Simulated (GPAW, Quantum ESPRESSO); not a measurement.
# O K ELNES/XANES of LaGaO3 (Pm-3m) from DFT, part 2 of 2

Aim: the O K edge of LaGaO3 (Pm-3m) by two routes, a Lanczos recursion (XSpectra) and a sum over empty bands (GPAW), to see which features are robust.

Quantum ESPRESSO 7.5 and GPAW 26.7.0; core-hole supercells, plane-wave PAW LDA.

So far. Step 11 (Excitation energy, O atom 3 (Quantum ESPRESSO)): The total-energy difference is 535.31 eV. With the free-atom term of -8.83 eV for this edge, the photon energy is 526.48 eV. Step 12 (The field without a hole (GPAW)): The mesh shows a gap of 3.26 eV, so the hole is first treated in a charged cell, without the excited electron.

## (13) Spectrum without a core hole, O atom 3 (GPAW)

Without a hole the spectrum is the empty density of states of the right symmetry on the absorber, weighted by matrix elements. It needs only the small cell and serves as the baseline. The data set with a hole of occupation 0 only carries the core orbital.

xas.py reads:

```python
import numpy as np
from ase import Atoms
from ase.parallel import parprint, paropen
from gpaw import GPAW, PW, FermiDirac, Mixer, MixerDif, setup_paths
from gpaw.test import gen
setup_paths.insert(0, '.')
gen('O', name='nch1s', xcname='LDA', corehole=(1, 0, 0), write_xml=True)
from gpaw.mpi import world
world.barrier()

atoms = Atoms('LaGaO3',
    cell=[[3.913456, 0, 0],
     [0, 3.913456, 0],
     [0, 0, 3.913456]],
    scaled_positions=[[0.5, 0.5, 0.5],
     [0, 0, 0],
     [0.5, 0, 0],
     [0, 0, 0.5],
     [0, 0.5, 0]],
    pbc=True)
atoms.calc = calc = GPAW(legacy_gpaw=True, mode=PW(500, force_complex_dtype=True), xc='LDA', setups={2: 'nch1s'},
    kpts={'size': (6, 6, 6), 'gamma': True}, occupations=FermiDirac(0.02),
    charge=0, mixer=Mixer(0.1, 5, 50), maxiter=150,
    convergence={'density': 0.0001, 'eigenstates': 1e-6}, txt='scf.txt')
energy = atoms.get_potential_energy() + calc.get_reference_energy()
ef = calc.get_fermi_level()
out = dict(energy=energy, fermi=ef, forces=atoms.get_forces().tolist())
parprint(f'all-electron energy {energy:.4f} eV, Fermi level {ef:.4f} eV')
ev = np.array([[calc.get_eigenvalues(k, s) for k in range(len(calc.get_ibz_k_points()))] for s in range(calc.get_number_of_spins())])
out['homo'], out['lumo'], out['counts'] = ev[ev < ef].max(), ev[ev > ef].min(), sorted(set((ev < ef).sum((0, 2)).tolist()))
out['filled'] = (ev[:, 0] < ef).sum(1).tolist()

from ase.units import Ha
from gpaw.xas import dipole_matrix_elements
nb = int(calc.get_number_of_electrons() / 2) + 44
top = nb
nscf = calc.fixed_density(kpts={'size': (6, 6, 6), 'gamma': True},
    convergence={'eigenstates': 1.0}, txt='nscf.txt')
nscf.diagonalize_full_hamiltonian(nbands=nb)
cell = atoms.cell.array
ops = [cell.T @ U.T @ np.linalg.inv(cell.T) for U in nscf.wfs.kd.symmetry.op_scc]
filled = [16]  # bands filled in the ground state, by spin
E = np.arange(-25, 34, 0.1)
fwhm = np.interp(E, [4, 25], [0.9, 3.5])
Y, X, zero, highest = 0, 0, 1e9, 1e9
for spin in range(nscf.get_number_of_spins()):
    wfs = nscf.wfs
    mine = wfs.bd.get_slice()  # this rank's bands
    A = dipole_matrix_elements(wfs.setups[2])
    eps = np.zeros((wfs.kd.nibzkpts, nb))
    d = np.zeros((3, A.shape[1], wfs.kd.nibzkpts, nb), complex)
    for kpt in wfs.kpt_u:
        if kpt.s == spin and 2 in kpt.P_ani:
            eps[kpt.k, mine] = kpt.eps_n * Ha
            d[:, :, kpt.k, mine] = (kpt.weight * wfs.nspins / 2) ** 0.5 * np.inner(A, kpt.P_ani[2])
    world.sum(eps)
    world.sum(d)
    T = np.einsum('amkn,bmkn->abkn', d, d.conj()).real
    T = sum(np.einsum('ai,ijkn,bj->abkn', R, T, R) for R in ops) / len(ops)
    empty = np.ones_like(eps, bool) & (np.arange(nb) >= filled[spin])
    zero, highest = min(zero, eps[empty].min()), min(highest, eps[:, top - 1].min())
    lines = [(eps, T, empty)] if spin == 0 else lines + [(eps, T, empty)]
for eps, T, empty in lines:
    f = np.einsum('aakn->akn', T).reshape(3, -1)
    x = eps.ravel() - zero
    w = np.interp(x, E, fwhm) / 2.35482
    g = np.exp(-0.5 * ((E[:, None] - x) / w) ** 2) / (w * (2 * np.pi) ** 0.5)
    Y = Y + (f * empty.ravel()) @ g.T
    X = X + (f * ~empty.ravel()) @ g.T
out.update(E=E.round(2).tolist(), xas=Y.tolist(), xes=X.tolist(), zero=zero, valid=highest - zero, nk=len(eps), nb=nb)
for i in range(0, len(E), 10):
    parprint(f'{E[i]:7.2f}', *(f'{v:10.3e}' for v in Y[:, i]))
import json
with paropen('out.json', 'w') as f:
    json.dump(out, f)
```

Command:

```console
OMP_NUM_THREADS=1 mpirun -n 4 gpaw python xas.py
```

The job ended after 1.9 min (4 MPI ranks of Arm Neoverse V1, shared host; peak memory 0.49 GiB; 7.5 min of CPU time).

The O K spectrum, O atom 3, no core hole (energy from the lowest empty level; intensity scaled to a mean of 1 over the first 20 eV):

```
E (eV)  intensity
  -2.0       0.00
  -1.4       0.00
  -0.8       0.00
  -0.2       0.02
   0.4       0.24
   1.0       0.61
   1.6       0.47
   2.2       0.78
   2.8       1.52
   3.4       1.83
   4.0       2.53
   4.6       1.95
   5.2       0.87
   5.8       0.45
   6.4       0.47
   7.0       0.64
   7.6       0.90
   8.2       1.16
   8.8       1.53
   9.4       1.79
  10.0       1.70
  10.6       1.56
  11.2       1.58
  11.8       1.65
  12.4       1.54
  13.0       1.22
  13.6       0.84
  14.2       0.53
  14.8       0.37
  15.4       0.33
  16.0       0.37
  16.6       0.46
  17.2       0.55
  17.8       0.63
  18.4       0.68
  19.0       0.69
  19.6       0.68
  20.2       0.64
  20.8       0.60
  21.4       0.58
  22.0       0.60
  22.6       0.63
  23.2       0.65
  23.8       0.65
  24.4       0.63
  25.0       0.59
  25.6       0.56
  26.2       0.52
  26.8       0.50
  27.4       0.50
```

Main maxima below 24 eV (height): 1.1 eV (0.61), 4.1 eV (2.58), 9.5 eV (1.79), 11.8 eV (1.65), 19.0 eV (0.69) and 23.5 eV (0.65). 

The same matrix elements for filled bands give the O K emission of O atom 3 (ground-state approximation; energy from the lowest empty level, largest value 1):

```
E (eV)  emission
-24.00      0.00
-23.25      0.00
-22.50      0.00
-21.75      0.00
-21.00      0.00
-20.25      0.00
-19.50      0.00
-18.75      0.00
-18.00      0.00
-17.25      0.01
-16.50      0.00
-15.75      0.00
-15.00      0.00
-14.25      0.00
-13.50      0.00
-12.75      0.00
-12.00      0.00
-11.25      0.02
-10.50      0.04
 -9.75      0.08
 -9.00      0.09
 -8.25      0.11
 -7.50      0.19
 -6.75      0.31
 -6.00      0.53
 -5.25      0.82
 -4.50      0.85
 -3.75      0.97
 -3.00      0.25
 -2.25      0.00
 -1.50      0.00
 -0.75      0.00
  0.00      0.00
  0.75      0.00
  1.50      0.00
  2.25      0.00
  3.00      0.00
```

Emission maxima: -4.0 eV (1.00).

## (14) Supercell without a hole, the energy reference (GPAW)

Total energies of two programs can't be mixed, so the cell and mesh of GPAW's hole run get a reference energy of their own.

scf.py reads:

```python
import numpy as np
from ase import Atoms
from ase.parallel import parprint, paropen
from gpaw import GPAW, PW, FermiDirac, Mixer, MixerDif, setup_paths
from gpaw.test import gen
setup_paths.insert(0, '.')
gen('O', name='nch1s', xcname='LDA', corehole=(1, 0, 0), write_xml=True)
from gpaw.mpi import world
world.barrier()

atoms = Atoms('La2Ga2O6',
    cell=[[3.913456, 0, 3.913456],
     [0, 3.913456, 3.913456],
     [-3.913456, 0, 3.913456]],
    scaled_positions=[[0.25, 0.5, 0.75],
     [0.75, 0.5, 0.25],
     [0, 0, 0],
     [0.5, 0, 0.5],
     [0.25, 0, 0.75],
     [0.75, 0, 0.25],
     [0.25, 0, 0.25],
     [0.75, 0, 0.75],
     [0.75, 0.5, 0.75],
     [0.25, 0.5, 0.25]],
    pbc=True)
atoms.calc = calc = GPAW(legacy_gpaw=True, mode=PW(500, force_complex_dtype=True), xc='LDA', setups={4: 'nch1s'},
    kpts={'size': (5, 5, 5), 'gamma': True}, occupations=FermiDirac(0.02),
    charge=0, mixer=Mixer(0.1, 5, 50), maxiter=150,
    convergence={'density': 0.0001, 'eigenstates': 1e-6}, txt='scf.txt')
energy = atoms.get_potential_energy() + calc.get_reference_energy()
ef = calc.get_fermi_level()
out = dict(energy=energy, fermi=ef, forces=atoms.get_forces().tolist())
parprint(f'all-electron energy {energy:.4f} eV, Fermi level {ef:.4f} eV')
ev = np.array([[calc.get_eigenvalues(k, s) for k in range(len(calc.get_ibz_k_points()))] for s in range(calc.get_number_of_spins())])
out['homo'], out['lumo'], out['counts'] = ev[ev < ef].max(), ev[ev > ef].min(), sorted(set((ev < ef).sum((0, 2)).tolist()))
out['filled'] = (ev[:, 0] < ef).sum(1).tolist()
import json
with paropen('out.json', 'w') as f:
    json.dump(out, f)
```

Command:

```console
OMP_NUM_THREADS=1 mpirun -n 4 gpaw python scf.py
```

Run time: 39 s. Hardware: 4 MPI ranks; peak memory 0.29 GiB.

Reference energy: -579739.251 eV with the cores included.

## (15) Spectrum with FCH, O atom 3 (GPAW)

The holes are 5.5 Å apart. The excited electron is left out and a uniform background balances the charge. After the field has converged, empty bands are computed with the density fixed and the dipole matrix elements are summed.

xas.py, as its differences from that of step 13:

```diff
@@ -6,3 +6,3 @@
 setup_paths.insert(0, '.')
-gen('O', name='nch1s', xcname='LDA', corehole=(1, 0, 0), write_xml=True)
+gen('O', name='fch1s', xcname='LDA', corehole=(1, 0, 1), write_xml=True)
 from gpaw.mpi import world
@@ -10,14 +10,19 @@
 
-atoms = Atoms('LaGaO3',
-    cell=[[3.913456, 0, 0],
-     [0, 3.913456, 0],
-     [0, 0, 3.913456]],
-    scaled_positions=[[0.5, 0.5, 0.5],
+atoms = Atoms('La2Ga2O6',
+    cell=[[3.913456, 0, 3.913456],
+     [0, 3.913456, 3.913456],
+     [-3.913456, 0, 3.913456]],
+    scaled_positions=[[0.25, 0.5, 0.75],
+     [0.75, 0.5, 0.25],
      [0, 0, 0],
-     [0.5, 0, 0],
-     [0, 0, 0.5],
-     [0, 0.5, 0]],
+     [0.5, 0, 0.5],
+     [0.25, 0, 0.75],
+     [0.75, 0, 0.25],
+     [0.25, 0, 0.25],
+     [0.75, 0, 0.75],
+     [0.75, 0.5, 0.75],
+     [0.25, 0.5, 0.25]],
     pbc=True)
-atoms.calc = calc = GPAW(legacy_gpaw=True, mode=PW(500, force_complex_dtype=True), xc='LDA', setups={2: 'nch1s'},
-    kpts={'size': (6, 6, 6), 'gamma': True}, occupations=FermiDirac(0.02),
+atoms.calc = calc = GPAW(legacy_gpaw=True, mode=PW(500, force_complex_dtype=True), xc='LDA', setups={4: 'fch1s'},
+    kpts={'size': (5, 5, 5), 'gamma': True}, occupations=FermiDirac(0.02),
     charge=0, mixer=Mixer(0.1, 5, 50), maxiter=150,
@@ -34,11 +39,10 @@
 from gpaw.xas import dipole_matrix_elements
-nb = int(calc.get_number_of_electrons() / 2) + 44
-top = nb
-nscf = calc.fixed_density(kpts={'size': (6, 6, 6), 'gamma': True},
-    convergence={'eigenstates': 1.0}, txt='nscf.txt')
-nscf.diagonalize_full_hamiltonian(nbands=nb)
+nb = int(calc.get_number_of_electrons() / 2) + 84
+top, nb = nb, nb + 8 + nb // 12
+nscf = calc.fixed_density(kpts={'size': (6, 6, 6), 'gamma': True}, nbands=nb,
+    convergence={'bands': top, 'eigenstates': 5e-3}, maxiter=60, txt='nscf.txt')
 cell = atoms.cell.array
 ops = [cell.T @ U.T @ np.linalg.inv(cell.T) for U in nscf.wfs.kd.symmetry.op_scc]
-filled = [16]  # bands filled in the ground state, by spin
-E = np.arange(-25, 34, 0.1)
+filled = [32]  # bands filled in the ground state, by spin
+E = np.arange(-6, 34, 0.1)
 fwhm = np.interp(E, [4, 25], [0.9, 3.5])
@@ -48,3 +52,3 @@
     mine = wfs.bd.get_slice()  # this rank's bands
-    A = dipole_matrix_elements(wfs.setups[2])
+    A = dipole_matrix_elements(wfs.setups[4])
     eps = np.zeros((wfs.kd.nibzkpts, nb))
@@ -52,5 +56,5 @@
     for kpt in wfs.kpt_u:
-        if kpt.s == spin and 2 in kpt.P_ani:
+        if kpt.s == spin and 4 in kpt.P_ani:
             eps[kpt.k, mine] = kpt.eps_n * Ha
-            d[:, :, kpt.k, mine] = (kpt.weight * wfs.nspins / 2) ** 0.5 * np.inner(A, kpt.P_ani[2])
+            d[:, :, kpt.k, mine] = (kpt.weight * wfs.nspins / 2) ** 0.5 * np.inner(A, kpt.P_ani[4])
     world.sum(eps)
```

Command:

```console
OMP_NUM_THREADS=1 mpirun -n 4 gpaw python xas.py
```

The job ended after 1.7 min (4 MPI ranks; peak memory 0.42 GiB).

The O K spectrum, O atom 3, full core hole (charged cell) (energy from the lowest empty level; intensity scaled to a mean of 1 over the first 20 eV):

| E (eV) | intensity |
| --- | --- |
| -2.0 | 0.00 |
| -1.5 | 0.00 |
| -1.0 | 0.00 |
| -0.5 | 0.00 |
| 0.0 | 0.02 |
| 0.5 | 0.13 |
| 1.0 | 0.50 |
| 1.5 | 0.86 |
| 2.0 | 0.92 |
| 2.5 | 1.47 |
| 3.0 | 2.35 |
| 3.5 | 3.00 |
| 4.0 | 2.12 |
| 4.5 | 1.23 |
| 5.0 | 0.98 |
| 5.5 | 0.68 |
| 6.0 | 0.51 |
| 6.5 | 0.46 |
| 7.0 | 0.58 |
| 7.5 | 0.90 |
| 8.0 | 1.37 |
| 8.5 | 1.87 |
| 9.0 | 2.08 |
| 9.5 | 1.86 |
| 10.0 | 1.53 |
| 10.5 | 1.37 |
| 11.0 | 1.36 |
| 11.5 | 1.32 |
| 12.0 | 1.23 |
| 12.5 | 1.11 |
| 13.0 | 0.95 |
| 13.5 | 0.76 |
| 14.0 | 0.56 |
| 14.5 | 0.40 |
| 15.0 | 0.31 |
| 15.5 | 0.28 |
| 16.0 | 0.30 |
| 16.5 | 0.37 |
| 17.0 | 0.46 |
| 17.5 | 0.55 |
| 18.0 | 0.64 |
| 18.5 | 0.69 |
| 19.0 | 0.72 |
| 19.5 | 0.72 |
| 20.0 | 0.71 |
| 20.5 | 0.70 |
| 21.0 | 0.68 |
| 21.5 | 0.67 |
| 22.0 | 0.68 |
| 22.5 | 0.69 |
| 23.0 | 0.69 |
| 23.5 | 0.70 |
| 24.0 | 0.69 |
| 24.5 | 0.68 |
| 25.0 | 0.66 |
| 25.5 | 0.65 |
| 26.0 | 0.65 |
| 26.5 | 0.66 |
| 27.0 | 0.67 |
| 27.5 | 0.69 |

Main maxima below 24 eV (height): 3.5 eV (3.00), 9.0 eV (2.08) and 19.4 eV (0.72). 

The hole costs E(hole) − E(ground) = 523.34 eV, and the lowest empty level of the hole cell on the spectrum's mesh lies at 11.05 eV, which puts the zero at 534.39 eV. With the free-atom term of -8.83 eV for this edge, the photon energy is 525.56 eV.

## (16) Excitation energy, O atom 3 (GPAW)

Changed against the first core-hole run: core hole to XCH, with the smearing that suits a partly filled band.

scf.py, as its differences from that of step 14:

```diff
@@ -6,3 +6,3 @@
 setup_paths.insert(0, '.')
-gen('O', name='nch1s', xcname='LDA', corehole=(1, 0, 0), write_xml=True)
+gen('O', name='fch1s', xcname='LDA', corehole=(1, 0, 1), write_xml=True)
 from gpaw.mpi import world
@@ -25,5 +25,5 @@
     pbc=True)
-atoms.calc = calc = GPAW(legacy_gpaw=True, mode=PW(500, force_complex_dtype=True), xc='LDA', setups={4: 'nch1s'},
-    kpts={'size': (5, 5, 5), 'gamma': True}, occupations=FermiDirac(0.02),
-    charge=0, mixer=Mixer(0.1, 5, 50), maxiter=150,
+atoms.calc = calc = GPAW(legacy_gpaw=True, mode=PW(500, force_complex_dtype=True), xc='LDA', setups={4: 'fch1s'},
+    kpts={'size': (5, 5, 5), 'gamma': True}, occupations=FermiDirac(0.04),
+    charge=-1, mixer=Mixer(0.1, 5, 50), maxiter=150,
     convergence={'density': 0.0001, 'eigenstates': 1e-6}, txt='scf.txt')
```

Command:

```console
OMP_NUM_THREADS=1 mpirun -n 4 gpaw python scf.py
```

Wall time 50 s (4 MPI ranks); peak memory 0.28 GiB; 3.3 min of CPU time.

The total-energy difference is 535.46 eV. With the free-atom term of -8.83 eV for this edge, the photon energy is 526.63 eV.

## (17) The two programs side by side

The line shapes differ (Lorentzian half width 0.4 eV up to 4 eV, rising linearly to 1.75 eV at 25 eV (not a setting of the program: the run's 0.4 eV curve was folded afterwards with a further Lorentzian above 4 eV), against Gaussian full width 0.9 eV up to 4 eV, rising linearly to 3.5 eV at 25 eV), so both get a further Gaussian of 1.5 eV full width before they are compared; the Lorentzian tails remain.

```csv
E (eV),XSpectra,GPAW
-2.00,0.07,0.00
-1.25,0.10,0.00
-0.50,0.16,0.03
0.25,0.33,0.17
1.00,0.65,0.50
1.75,1.06,0.96
2.50,1.60,1.62
3.25,2.02,2.22
4.00,1.83,1.99
4.75,1.31,1.26
5.50,0.94,0.77
6.25,0.82,0.59
7.00,0.92,0.72
7.75,1.21,1.17
8.50,1.51,1.68
9.25,1.57,1.82
10.00,1.43,1.61
10.75,1.29,1.40
11.50,1.17,1.29
12.25,1.03,1.15
13.00,0.89,0.93
13.75,0.73,0.67
14.50,0.59,0.45
15.25,0.50,0.34
16.00,0.47,0.34
16.75,0.50,0.42
17.50,0.55,0.54
18.25,0.60,0.65
19.00,0.62,0.70
19.75,0.60,0.71
20.50,0.56,0.70
21.25,0.52,0.68
22.00,0.50,0.68
22.75,0.48,0.69
23.50,0.48,0.69
24.25,0.50,0.68
25.00,0.53,0.67
25.75,0.56,0.66
26.50,0.60,0.66
27.25,0.65,0.67
```

|  | XSpectra | GPAW |
| --- | --- | --- |
| k mesh of the spectrum | 6×6×6 | 6×6×6 |
| cutoff (eV) | 1020 | 500 |
| highest intensity below 16 eV after the common broadening, eV (height) | 3.4 (2.04) | 3.4 (2.26) |
| zero, corrected photon energy (eV) | 525.5 | 525.6 |
| core time, hole field and spectrum | 37 min | 6.9 min |

## (18) What the core hole does

XSpectra's curves. Both curves are counted from their own zero, so only the shift of weight within the empty states shows.

| E (eV) | no hole | FCH |
| --- | --- | --- |
| -2.0 | 0.05 | 0.05 |
| -1.0 | 0.07 | 0.08 |
| 0.0 | 0.17 | 0.16 |
| 1.0 | 0.61 | 0.61 |
| 2.0 | 0.73 | 1.03 |
| 3.0 | 1.56 | 2.08 |
| 4.0 | 2.14 | 1.75 |
| 5.0 | 1.19 | 1.05 |
| 6.0 | 0.63 | 0.71 |
| 7.0 | 0.74 | 0.74 |
| 8.0 | 1.09 | 1.29 |
| 9.0 | 1.65 | 2.16 |
| 10.0 | 1.68 | 1.36 |
| 11.0 | 1.60 | 1.45 |
| 12.0 | 1.66 | 1.08 |
| 13.0 | 1.19 | 1.07 |
| 14.0 | 0.65 | 0.59 |
| 15.0 | 0.44 | 0.40 |
| 16.0 | 0.35 | 0.33 |
| 17.0 | 0.52 | 0.42 |
| 18.0 | 0.65 | 0.67 |
| 19.0 | 0.81 | 0.81 |
| 20.0 | 0.60 | 0.63 |
| 21.0 | 0.40 | 0.51 |
| 22.0 | 0.44 | 0.47 |
| 23.0 | 0.34 | 0.37 |
| 24.0 | 0.43 | 0.47 |
| 25.0 | 0.59 | 0.55 |
| 26.0 | 0.39 | 0.55 |
| 27.0 | 0.42 | 0.55 |
| 28.0 | 0.52 | 0.76 |
| 29.0 | 0.80 | 1.18 |
| 30.0 | 0.76 | 0.92 |
| 31.0 | 0.87 | 0.95 |
| 32.0 | 1.10 | 1.11 |

With each curve scaled to its own mean, the area from −2 to 6 eV with the hole is 7.3 against 6.7, and the centre of weight from −1 to 20 eV moves by -0.5 eV (first and strongest maxima below 20 eV: 4.1 eV (2.19), 9.6 eV (1.77) and 12.0 eV (1.67) without the hole, 3.5 eV (2.50), 8.9 eV (2.19) and 11.1 eV (1.46) with it); the shape changes all the same, by 25 % r.m.s.

## (19) Results

```json
{"absorber and edge": "O K, atom 3 of the ground-state input (counted from 1)", "surroundings": "2 Ga at 1.96 Å (linear, site symmetry 4/mmm)", "highest intensity below 16 eV (XSpectra, narrow line)": "3.5 eV above the zero, height 2.50", "photon energy of the zero, with the added terms": "525.5 eV (raw 534.3 eV; LDA puts this hole about 4 eV below PBE, itself good to a few eV)"}
```

In words: The two programs agree on the overall shape: 12 % r.m.s. remains over the first 14 eV after a relative shift of 0.0 eV, and their photon-energy zeros differ by 0.1 eV. What differs may come from the PAW partial waves, meshes, cutoffs and line shapes. In XSpectra the O K edge of atom 3, with 2 Ga at 1.96 Å (linear, site symmetry 4/mmm), has its highest intensity of the first 16 eV at 3.5 eV above the zero, near 529 eV in photon energy (LDA puts this hole about 4 eV below PBE, itself good to a few eV), 2.5 times the mean level of the first 20 eV (Lorentzian half width 0.4 eV). In XSpectra: With each curve scaled to its own mean, the area from −2 to 6 eV with the hole is 7.3 against 6.7, and the centre of weight from −1 to 20 eV moves by -0.5 eV (first and strongest maxima below 20 eV: 4.1 eV (2.19), 9.6 eV (1.77) and 12.0 eV (1.67) without the hole, 3.5 eV (2.50), 8.9 eV (2.19) and 11.1 eV (1.46) with it); the shape changes all the same, by 25 % r.m.s. In GPAW: With each curve scaled to its own mean, the area from −2 to 6 eV with the hole is 7.3 against 6.7, and the centre of weight from −1 to 20 eV moves by -0.4 eV (first and strongest maxima below 20 eV: 1.1 eV (0.61), 4.1 eV (2.58), 9.5 eV (1.79) and 11.8 eV (1.65) without the hole, 3.5 eV (3.00), 9.0 eV (2.08) and 19.4 eV (0.72) with it); the shape changes all the same, by 28 % r.m.s. In XSpectra the neutral-cell energy lies +1.0 eV from the charged-cell zero, a gap made of the charged-cell error and of where the added electron settles. In GPAW the neutral-cell energy lies +1.1 eV from the charged-cell zero, a gap made of the charged-cell error and of where the added electron settles. The holes are only 5.5 Å apart, so the shape is probably not converged with cell size; no larger cell was run here. The structure is a computed Materials Project entry and may be a hypothetical form.

[Logs are printed without paths, hosts, clocks, repeated set-up lines and the standing remarks that a program may print on its own settings, such as how far it seeks lower states.]

[Hosts, paths, dates, database ids (printed as entryN), source tags and the programs' standing remarks are cut or masked in the printed files.]

[Lists of maxima count a maximum above −3 eV only where it reaches 4 % of the highest in the window and stands out from its surroundings by 2 % of it (1.5 % where it reaches 55 %); shoulders and weaker maxima are passed over, and of the rest the first, up to two pre-edge ones and the few strongest are named.]
